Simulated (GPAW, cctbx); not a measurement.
# K3Y3Sn2Ir: what bonding does to one electron reflection, worked out

K3Y3Sn2Ir, P-6m2 (no. 187), a = 5.4392 Å, b = 5.4392 Å, c = 10.4273 Å, α = 90.00°, β = 90.00°, γ = 120.00°.

| atom | mult. | x | y | z |
| --- | --- | --- | --- | --- |
| Ir1 | 1 | 0 | 0 | 1/2 |
| Sn1 | 2 | 1/3 | 2/3 | 0.8563 |
| Y1 | 1 | 2/3 | 1/3 | 0 |
| Y2 | 2 | 2/3 | 1/3 | 0.6549 |
| K1 | 1 | 1/3 | 2/3 | 1/2 |
| K2 | 2 | 0 | 0 | 0.7984 |

The cell comes from substitution in a known structure type and wasn't matched to any measured phase.

A DFT run (GPAW, PBE, 450 eV, 5×5×3 k-points (along the axes of the calculation cell), Fermi–Dirac width 0.1 eV) gives the static X-ray structure factor of 002 as 50.376 e for the conventional cell; superposed free atoms give 50.150 e. **Problem.** Find the Fourier component V of the crystal potential and the two-beam extinction distance at 120 kV in both cases.

## Step 1: Geometry

The cell volume is Ω = 267.16 Å³ and d(002) = 5.2137 Å, so g = 1/d = 0.1918 Å⁻¹.

## Step 2: The nuclei

Electrons feel nuclei as well as electrons, so the nuclear charges are summed with the same phases.

Phase sums Σ exp(2πi h·x), turned so that the total is real and positive: Ir +1.000, Sn -0.465, Y +0.266, K -0.641. Then F_Z = 77 × (+1.000) + 50 × (-0.465) + 39 × (+0.266) + 19 × (-0.641) = 51.94 e. The electron term has the same sign for this reflection.

## Step 3: Mott–Bethe

Poisson's equation, term by term, gives V = (e/4πε₀)(F_Z − F)/(πΩg²), with e/4πε₀ = 14.3996 V Å.

The prefactor is 14.3996 × 5.2137²/(π × 267.16) = 0.46636 V per electron. Free atoms: (51.94 − 50.150) × 0.46636 = 0.835 V. Crystal: (51.94 − 50.376) × 0.46636 = 0.729 V. F changes by +0.45 % and V by -12.6 %: the same 0.23 e is measured against F_Z − F = 1.8 e in place of F = 50.1 e.

## Step 4: Extinction distance

In the two-beam case ξ = 1/(λU) with U = 2γm₀eV/h², that is ξ = 150.41 V Å²/(γλV).

At 120 kV, λ = 0.03349 Å and γ = 1.2348. Free atoms: ξ = 4357 Å. Crystal: ξ = 4986 Å. The thickness fringes go as sin²(πt/ξ), so the two patterns slip by a quarter of a period when t|1/ξ₁ − 1/ξ₀| = 1/4, at t ≈ 863 nm, thicker than usual samples. Thermal motion, absorption and many-beam coupling, left out here, change a real pattern.

## Step 5: Answer

V(002) is 0.73 V against 0.83 V, and ξ is 4986 against 4357 Å. Limits: static atoms, two beams.
